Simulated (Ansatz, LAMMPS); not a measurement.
# Squeezing and shearing glassy B2O3 (90 atoms): runs compared

Aim: relax glassy B2O3 (90 atoms), then change its volume and shape to read moduli from the stress.

Computed with Ansatz 0.2.0: Kohn-Sham DFT, r2SCAN, PAW (set soft_2), plane waves.

## Step 1: The cell as built

The cell holds 90 atoms: 36 B and 54 O. Its edges and angles: a = 10.252 Å, b = 10.252 Å, c = 10.252 Å, α = 90.0°, β = 90.0°, γ = 90.0°. 90 atoms (36 B, 54 O) placed at random at 1.93 g/cm³, melted at 3000 K for 20 ps at fixed volume with the Buckingham and Coulomb pair potential of Guillot and Sator (Geochim. Cosmochim. Acta 71, 1249 (2007)) with the boron terms of Wang et al. (J. Non-Cryst. Solids 498, 294 (2018)). Quenched from 3000 K to 300 K at 50 K/ps and fixed volume, held 10 ps at zero pressure, then minimised at fixed cell.

Limits known from the start: The quench rate of 50 K/ps is orders of magnitude faster than experiment, which tends to freeze in extra defects. The starting topology of bonds comes from the classical model, and needn't be the one that DFT or experiment would give. Only the Γ point is sampled.

## Step 2: The reference run

The reference is a single point at the end of the relaxation.

Every strained cell starts from the geometry of this run, and its atoms are relaxed with the cell held.

Its input, with most atom lines left out:

```yaml
crystal:
  lattice:
    - [9.64942, 0.63007, -0.23033]
    - [0.63007, 10.50374, 0.8422]
    - [-0.23033, 0.8422, 10.18909]
  atoms:
    - { symbol: B, position: [0.23119, 0.84213, 0.64838] }
    - { symbol: B, position: [0.31297, 0.24618, 0.42672] }
    - { symbol: B, position: [0.75261, 0.93177, 0.04528] }
    - { symbol: B, position: [0.06837, 0.37544, 0.8331] }
    - { symbol: B, position: [0.91501, 0.70721, 0.43723] }
    - { symbol: B, position: [0.01689, 0.17859, 0.72782] }
    - { symbol: B, position: [0.67108, 0.69982, 0.32742] }
    [... atom lines 8 to 90 left out ...]
kpoints:
  mp_grid: { grid: [1, 1, 1] }
hamiltonian:
  xc: r2scan
scf:
  occupations: { method: gaussian, width: 0.025 }
output:
  forces: true
  stress: true
  populations: true
  dos:
    method: { smearing: { sigma: 0.08 } }
    de: 0.1
    projected: { site_lists: { B: [B], O: [O] } }
  eigenvalues: true
  write_density: true
  write_potential: true
  volumetric_format: npy
```

* free energy per atom: -404.6861 eV/atom
* r.m.s. force component: 0.00779 eV/Å
* pressure: 0.00773 GPa

Filled and empty levels are parted by 6.66 eV (at Γ alone); a semilocal functional tends to put such gaps too low. In a disordered cell it changes from sample to sample, and tail or defect levels can set it.

## Step 3: The runs

Each row is one run, on 4 threads of Intel Xeon 6975P-C (Granite Rapids), shared host. The free energy is the program's total, comparable only between runs with the same functional, potentials and atoms.

```tsv
run	atoms	outcome	ionic steps, all passes	free energy (eV)	time	host memory (GiB)
Single point at the start	90	converged	-	-36410.641	12 s	2.6
Cell and atoms relaxed	90	converged	27	-36421.745	5.1 min	2.6
Single point at the relaxed geometry	90	converged	-	-36421.745	16 s	2.6
Volume -3 %	90	converged	6	-36421.652	75 s	2.6
Volume +3 %	90	converged	7	-36421.663	81 s	2.7
Volume -6 %	90	converged	6	-36421.354	74 s	2.5
Volume +6 %	90	converged	6	-36421.430	79 s	2.8
Volume -10 %	90	converged	19	-36421.071	3.5 min	2.5
Stretched by 1 % along x	90	converged	3	-36421.729	41 s	2.6
Compressed by 1 % along x	90	converged	3	-36421.726	41 s	2.6
Sheared by 2 % in xy	90	converged	5	-36421.731	64 s	2.6
```

In some runs the program notes that the exchange-correlation potential is rough where the density is thin and the SCF threshold is loose for the stress.

## Step 4: Pressure against volume

Atoms are relaxed at each volume, in the scaled cell.

```tsv
volume change (%)	volume (Å³/atom)	energy change (meV/atom)	pressure (GPa)	largest move on relaxing (Å)	bonds	gap (eV)
-10	10.210	7.48	3.24	1.33	108	6.84
-6	10.664	4.34	2.15	0.27	108	6.80
-3	11.004	1.03	1.00	0.12	108	6.74
+0	11.345	0.00	0.01	-	108	6.66
+3	11.685	0.91	-0.84	0.13	108	6.59
+6	12.025	3.50	-1.57	0.29	108	6.50
```

## Step 5: Uniaxial strain and shear

Stress (GPa, compression positive) less that of the relaxed cell, atoms relaxed:

```tsv
strain	xx	yy	zz	xy	energy change (meV/atom)
stretched by 1 % along x	-0.421	-0.215	-0.159	0.013	0.17
compressed by 1 % along x	0.513	0.202	0.156	0.003	0.21
sheared by 2 % in xy	0.037	0.109	-0.054	-0.201	0.15
```

## Step 6: Outcome

The bulk modulus, from the slope of pressure against ln V over the three points nearest the relaxed volume, is 30.6 GPa; between neighbouring points the slope runs 25, 37, 32, 29 and 25 GPa from the smallest volume up, without a steady fall, so no pressure derivative is given, and the cell yields more easily when compressed beyond -6 %. At -10 % some atom moved by over 0.5 Å on relaxing, so that point may sit in another local minimum. The gap goes from 6.84 eV at the smallest volume to 6.50 eV at the largest, -2.1 eV per unit of ln V by a straight line, on the run's k-points. In the Cartesian axes of the cell, finite differences give C11 = 46.7, C12 = 20.9, C13 = 15.7 and C66 = 10.0 GPa (the shear of 2 % is the engineering strain, εxy = 0.01). The mean of C11, C12 and C13, which equals the bulk modulus in a cubic or isotropic solid, is 27.8 GPa: it agrees with the bulk modulus within 10 %. For an isotropic solid C66 would equal (C11 − C12)/2 = 12.9 GPa; so small a sample needn't be isotropic, and C66 rests on one shear. With the bulk modulus and C66 as K and G, Young's modulus would be about 27 GPa and Poisson's ratio 0.35.

**Limits.** Strains are finite and relaxations stop at the force tolerance of the input, which can leave moduli too stiff; they are those of a static cell at zero temperature. Volumes are changed with the cell's shape held, so in an anisotropic solid the modulus lies over the one under free hydrostatic load. The program notes that the SCF threshold of the relaxations is loose for the stress.

The DFT runs together took 17 min of wall time.

[Logs are printed without paths, hosts, clocks, repeated set-up lines and the standing remarks that a program may print on its own settings, such as how far it seeks lower states.]

[Hosts, paths, dates, database ids (printed as entryN), source tags and the programs' standing remarks are cut or masked in the printed files.]
